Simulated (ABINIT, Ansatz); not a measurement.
**InH (Fm-3m): zone-centre phonons**

Which modes does InH (Fm-3m) have at the zone centre?

Method: DFT LDA, scalar-relativistic, plane waves, HGH norm-conserving pseudopotentials, in ABINIT 10.8.3.

Report form: the programs' logs are mostly left out.

The structure was built from a prototype and need not be the compound's stable phase.

## 1. Starting point

It takes space group Fm-3m (No. 225, cubic). The conventional cell has a = 5.400 Å, b = 5.400 Å, c = 5.400 Å, α = 90.00°, β = 90.00°, γ = 90.00°. Nearest to In lie 6 H at 2.70 Å. Nearest to H lie 6 In at 2.70 Å. Farther neighbours are not listed.

## 2. A first look

A first run with smearing and empty bands tells whether the crystal has a gap, which decides between fixed occupations and smearing later on.

probe.abi reads:

```
# ground state
tolvrs 1.0d-08
prtden 1
prtwf 1

# basis, mesh and filling
ecut 35.0
ixc 7
ngkpt 6 6 6
nshiftk 1
shiftk 0.0 0.0 0.0
istwfk *1
occopt 7
tsmear 0.005
nband 7
nstep 100
diemac 9.0
prtebands 0
prtgsr 0

# cell and atoms
acell 3*1.0 Angstrom
rprim 
    0.0 2.7 2.7
    2.7 0.0 2.7
    2.7 2.7 0.0
ntypat 2
znucl 49 1
natom 2
typat 1 2
xred 
    0.0 0.0 0.0
    0.5 0.5 0.5
pp_dirpath "./pseudo"
pseudos "In.hgh, H.hgh"
```

Run with:

```console
$ OMP_NUM_THREADS=1 mpirun -n 2 abinit probe.abi > probe.log
```

Run time: 4.2 s. Hardware: 2 MPI ranks of Arm Neoverse V1, shared host; 8 s of CPU time.

Read from the output:

| Item | Value |
| --- | --- |
| volume per atom | 19.68 Å³ |
| pressure | -7.338 GPa |
| gap on the k-mesh | 0 eV |

No gap opens on this mesh, so smearing is kept; the printed pressure holds the stress of the finite basis too.

## 3. Rough relaxation

The typed start is rough, so a first relaxation with smearing and loose thresholds takes it towards rest cheaply.

prerelax.abi reads:

```
# relaxation
ionmov 2
optcell 2
dilatmx 1.15
chkdilatmx 0
ntime 40
tolmxf 3.0d-04
tolvrs 1.0d-10
prtwf 0
prtden 0
chksymtnons 0

# basis, mesh and filling
ecut 35.0
ecutsm 3.0
ixc 7
ngkpt 6 6 6
nshiftk 1
shiftk 0.0 0.0 0.0
istwfk *1
occopt 7
tsmear 0.005
nband 7
nstep 100
diemac 1000000.0
prtebands 0
prtgsr 0

# cell and atoms
acell 3*1.0 Angstrom
rprim 
    0.0 2.7 2.7
    2.7 0.0 2.7
    2.7 2.7 0.0
ntypat 2
znucl 49 1
natom 2
typat 1 2
xred 
    0.0 0.0 0.0
    0.5 0.5 0.5
pp_dirpath "./pseudo"
pseudos "In.hgh, H.hgh"
```

Run with:

```console
$ OMP_NUM_THREADS=1 mpirun -n 2 abinit prerelax.abi > prerelax.log
```

Elapsed: 42 s, on 2 MPI ranks.

Step by step:

```
step  energy less that of the first step (eV)  largest force (eV/Å)  volume (Å³)
   1                                   0.0000                0.0000        39.37
   2                                  -0.0378                0.0000        38.51
   3                                   3.4420                0.0000        13.79
   4                                  -0.1945                0.0000        34.91
   5                                  -0.2970                0.0000        32.29
   6                                  -0.2878                0.0000        24.12
   7                                  -0.3864                0.0000        28.64
   8                                  -0.3908                0.0000        27.91
   9                                  -0.3909                0.0000        27.75
```

```
conventional cell, symmetrised  before  after   change
                         a (Å)   5.400  4.806  -11.0 %
                         b (Å)   5.400  4.806  -11.0 %
                         c (Å)   5.400  4.806  -11.0 %
              volume (Å³/atom)   19.68  13.87  -29.5 %
```

Final coordinates:

```xyz
2
Lattice="0.0000 2.4029 2.4029 2.4029 0.0000 2.4029 2.4029 2.4029 0.0000" Properties=species:S:1:pos:R:3 pbc="T T T"
In    0.0000    0.0000    0.0000
H     2.4029    2.4029    2.4029
```

Numbers from this step:

| Quantity | Value |
| --- | --- |
| volume per atom | 13.87 Å³ |
| pressure | 0.01365 GPa |

The volume changes by -29.5 % in this run and stands -29.5 % from the first cell.

## 4. Rough relaxation

The cell changed much, so the rough relaxation is repeated on a basis made for the new cell.

Changes to prerelax.abi since step 3:

```diff
@@ -31,5 +31,5 @@
 rprim 
-    0.0 2.7 2.7
-    2.7 0.0 2.7
-    2.7 2.7 0.0
+    0.0 2.402891537 2.402891537
+    2.402891537 0.0 2.402891537
+    2.402891537 2.402891537 0.0
 ntypat 2
```

The job ended after 4.4 s (2 MPI ranks; 8.6 s of CPU time).

Little changed from the start: no atom moved by 0.005 Å and no cell edge by 0.1 %.

The volume changes by +0.0 % in this run and stands -29.5 % from the first cell.

## 5. Relaxing the cell and atoms

The harmonic expansion needs vanishing forces, and a free crystal bears no stress, so cell and atoms are brought to rest. Stress is more sensitive to the basis than forces are: the last 3 Ha under the cutoff are smoothed with ecutsm, and the cutoff is raised above that of the later runs.

relax.abi reads:

```
# relaxation
ionmov 2
optcell 2
dilatmx 1.08
ntime 40
tolmxf 1.0d-05
tolvrs 1.0d-14
prtwf 0
prtden 0
chksymtnons 0

# basis, mesh and filling
ecut 43.0
ecutsm 3.0
ixc 7
ngkpt 10 10 10
nshiftk 1
shiftk 0.0 0.0 0.0
istwfk *1
occopt 3
tsmear 0.01
nband 7
nstep 100
diemac 1000000.0
prtebands 0
prtgsr 0

# cell and atoms
acell 3*1.0 Angstrom
rprim 
    0.0 2.402891539 2.402891539
    2.402891539 0.0 2.402891539
    2.402891539 2.402891539 0.0
ntypat 2
znucl 49 1
natom 2
typat 1 2
xred 
    0.0 0.0 0.0
    0.5 0.5 0.5
pp_dirpath "./pseudo"
pseudos "In.hgh, H.hgh"
```

Run with:

```console
$ OMP_NUM_THREADS=1 mpirun -n 2 abinit relax.abi > relax.log
```

Run time: 47 s. Hardware: 2 MPI ranks; 95 s of CPU time.

Relaxation path:

```
step  energy less that of the first step (eV)  largest force (eV/Å)  volume (Å³)
   1                                   0.0000                0.0000        27.75
   2                                   0.0000                0.0000        27.73
   3                                  -0.0001                0.0000        27.62
```

```
conventional cell, symmetrised  before  after  change
                         a (Å)   4.806  4.798  -0.2 %
                         b (Å)   4.806  4.798  -0.2 %
                         c (Å)   4.806  4.798  -0.2 %
              volume (Å³/atom)   13.87  13.81  -0.5 %
```

The relaxed structure:

```cif
data_structure
_symmetry_space_group_name_H-M 'P 1'
_symmetry_Int_Tables_number 1
_cell_length_a 3.3930
_cell_length_b 3.3930
_cell_length_c 3.3930
_cell_angle_alpha 60.000
_cell_angle_beta 60.000
_cell_angle_gamma 60.000
_cell_volume 27.62
loop_
_atom_site_label
_atom_site_type_symbol
_atom_site_fract_x
_atom_site_fract_y
_atom_site_fract_z
_atom_site_occupancy
In1 In 0.00000 0.00000 0.00000 1
H2 H 0.50000 0.50000 0.50000 1
```

Numbers from this step:

```
volume per atom : 13.81 Å³
pressure        : 0.001319 GPa
```

The volume changes by -0.5 % in this run and stands -29.8 % from the first cell.

## 6. Ground state

First-order wavefunctions inherit every error of the ground state, hence the very tight tolvrs. Smearing stays on, as the first look found no gap above 0.3 eV.

gs.abi reads:

```
# ground state
tolvrs 1.0d-16
prtden 1
prtwf 1

# basis, mesh and filling
ecut 35.0
ixc 7
ngkpt 12 12 12
nshiftk 1
shiftk 0.0 0.0 0.0
istwfk *1
occopt 3
tsmear 0.01
nband 7
nstep 100
diemac 1000000.0
prtebands 0
prtgsr 0

# cell and atoms
acell 3*1.0 Angstrom
rprim 
    0.0 2.399216268 2.399216268
    2.399216268 0.0 2.399216268
    2.399216268 2.399216268 0.0
ntypat 2
znucl 49 1
natom 2
typat 1 2
xred 
    0.0 0.0 0.0
    0.5 0.5 0.5
pp_dirpath "./pseudo"
pseudos "In.hgh, H.hgh"
```

Run with:

```console
$ OMP_NUM_THREADS=1 mpirun -n 2 abinit gs.abi > gs.log
```

Run time: 14 s. Hardware: 2 MPI ranks; 28 s of CPU time.

Numbers from this step:

| Quantity | Value |
| --- | --- |
| pressure | -0.3749 GPa |

The cell stands at -0.37 GPa: the relaxation ran with a smoothed and higher cutoff and on another k mesh.

## 7. Zone-centre response

At q = 0 one unit cell holds all displacements. The response is solved for single atoms along the cell's directions, and symmetry skips those that follow from others. The crystal is treated as a metal, which screens a static field, so no field response is asked.

dfpt_gamma.abi reads:

```

# common to the responses
getwfk_filepath "gso_WFK"
kptopt 2
nqpt 1
qpt 0.0 0.0 0.0
asr 0
chneut 0

# displacements
rfphon 1
rfatpol 1 2
rfdir 1 1 1
tolvrs 1.0d-10
prtwf 0

# basis, mesh and filling
ecut 35.0
ixc 7
ngkpt 12 12 12
nshiftk 1
shiftk 0.0 0.0 0.0
istwfk *1
occopt 3
tsmear 0.01
nband 7
nstep 100
diemac 1000000.0
prtebands 0
prtgsr 0

# cell and atoms
acell 3*1.0 Angstrom
rprim 
    0.0 2.399216268 2.399216268
    2.399216268 0.0 2.399216268
    2.399216268 2.399216268 0.0
ntypat 2
znucl 49 1
natom 2
typat 1 2
xred 
    0.0 0.0 0.0
    0.5 0.5 0.5
pp_dirpath "./pseudo"
pseudos "In.hgh, H.hgh"
```

Run with:

```console
$ OMP_NUM_THREADS=1 mpirun -n 2 abinit dfpt_gamma.abi > dfpt_gamma.log
```

Elapsed: 67 s, on 2 MPI ranks.

Read from the output:

```yaml
largest_acoustic_frequency_at_the_zone_centre_before_the_sum_rule: 0.33 cm⁻¹
highest_optical_zone_centre_mode_no_lo_to_term: -321.3 cm⁻¹
lowest_optical_zone_centre_mode: -321.3 cm⁻¹
```

The acoustic modes at Γ come out as far as 0.3 cm⁻¹ from zero, where they should vanish, a small numerical error. The lowest optical mode is imaginary, 321i cm⁻¹, an instability at this level and on this k mesh.

## 8. Zone-centre analysis

anaddb reads the merged derivatives and imposes the acoustic sum rule.

anaddb.abi reads:

```
ddb_filepath "gamma_DDB"
output_file "anaddb.abo"
outdata_prefix "anaddb"
asr 1
chneut 1
enunit 2
eivec 1
nph1l 1
qph1l 0.0 0.0 0.0 1.0
```

mrgddb.in reads:

```
gamma_DDB
merged
2
dfpt_gammao_DDB
gso_DDB
```

Run with:

```console
$ mrgddb < mrgddb.in > mrgddb.log
$ OMP_NUM_THREADS=1 anaddb anaddb.abi > anaddb.log
```

Run time: 0.51 s. Hardware: 1 thread.

Read from the output:

| Quantity | Value |
| --- | --- |
| highest optical zone-centre mode (no LO-TO term) | -321.4 cm⁻¹ |
| lowest optical zone-centre mode | -321.4 cm⁻¹ |

No LO-TO term; unit eigenvectors of the mass-weighted matrix, from anaddb's displacements. The modes at Γ (shares of kinetic energy by element, %) (negative means imaginary):

```
mode  frequency (cm⁻¹)  symmetry  In %  H %
   1            -321.4       T1u     1   99
   2            -321.4       T1u     1   99
   3            -321.4       T1u     1   99
   4               0.0  acoustic    99    1
   5               0.0  acoustic    99    1
   6               0.0  acoustic    99    1
```

Displacements in mode 1 (-321.4 cm⁻¹), the largest set to 1:
```
In1  0.00 -0.01  0.00
H2   0.00  1.00  0.00
```

The rule moves no optical mode by more than 0.1 cm⁻¹.

## 9. The same in Ansatz

The same cell goes through another code, with its own cutoff. The potentials differ.

This step: DFT LDA, scalar-relativistic, plane waves, PseudoDojo norm-conserving pseudopotentials (Ansatz 0.2.0).

input.yaml reads:

```yaml
crystal:
  lattice:
    - [0.0, 2.3992162681, 2.3992162681]
    - [2.3992162681, 0.0, 2.3992162681]
    - [2.3992162681, 2.3992162681, 0.0]
  atoms:
    - { symbol: In, position: [0.0, 0.0, 0.0] }
    - { symbol: H, position: [0.5, 0.5, 0.5] }
kpoints:
  mp_grid: { grid: [12, 12, 12] }
hamiltonian:
  xc: lda
  pseudopotentials: { kind: nc, accuracy: standard }
scf:
  occupations: { method: fermi_dirac, width: 0.27211 }
output:
  eigenvalues: true
phonons:
  method: dfpt
```

Run with:

```console
$ ansatz run input.yaml --threads 2 --pin off --max-ram 4096MiB --backend cpu --events-out ev --progress --plain --runs-dir out
```

It took 20 s on 2 threads; peak memory 0.63 GiB; 39 s of CPU time.

Read from the output:

```
sum-rule residual before enforcement             : 8.91e-5 eV/Å²
highest optical zone-centre mode (no LO-TO term) : -206.3 cm⁻¹
lowest optical zone-centre mode                  : -206.3 cm⁻¹
```

## 10. The two compared: ABINIT HGH and Ansatz, PseudoDojo

Numbers from this step:

```yaml
root_mean_square_difference: 115.0 cm⁻¹
largest_difference: 115.0 cm⁻¹
```

Optical modes, paired by symmetry label. Frequencies side by side, by row:

```
q (reciprocal lattice)  mode  ABINIT HGH (cm⁻¹)  Ansatz, PseudoDojo (cm⁻¹)
                 0 0 0     1             -321.4                     -206.3
                 0 0 0     2             -321.4                     -206.3
                 0 0 0     3             -321.4                     -206.3
```

At the zone centre the largest difference (acoustic modes at Γ apart) is 36 % of the highest mode.

## 11. Summary of results

* space group after relaxation: Fm-3m
* volume per atom: 13.8 Å³
* highest optical zone-centre mode (no LO-TO term): -321.4 cm⁻¹
* imaginary optical modes at the zone centre (no q mesh in this session): yes
* largest difference from Ansatz, PseudoDojo: 115.0 cm⁻¹

At the LDA level the optical modes of InH (Fm-3m) at the zone centre lie at 321i cm⁻¹, so the structure is a saddle point, with 3 modes beyond 10i cm⁻¹ there. On other potentials, and in a cell that was not relaxed for them, the second run differs strongly on some modes. The base run prints -0.37 GPa, mostly the error of a finite basis; the relaxation, with a smoothed and higher cutoff, had brought the cell to rest. ABINIT HGH and Ansatz, PseudoDojo differ by 115.0 cm⁻¹ in the root mean square and by 115.0 cm⁻¹ at most, 35.8 % of the highest mode compared (acoustic modes at Γ left out); the two use different potentials, and the cell was not relaxed for the second set. These are harmonic frequencies: anharmonic shifts and widths and the lattice's thermal expansion are left out. The Fermi-Dirac smearing of 0.01 Ha is an electronic temperature of 3158 K, which adds a pressure of its own and can shift the volume and soft modes. The HGH files keep few electrons and have no core correction, which is cheap but rough for In. In a metal the frequencies hang on the k mesh and the smearing, most of all near Kohn anomalies. The structure is a hypothetical one, built on a prototype.

[Host names and launcher messages were left out of these logs when they were recorded.]

[Logs are printed without paths, hosts, clocks, repeated set-up lines and the standing remarks that a program may print on its own settings, such as how far it seeks lower states.]

[Hosts, paths, dates, database ids (printed as entryN), source tags and the programs' standing remarks are cut or masked in the printed files.]
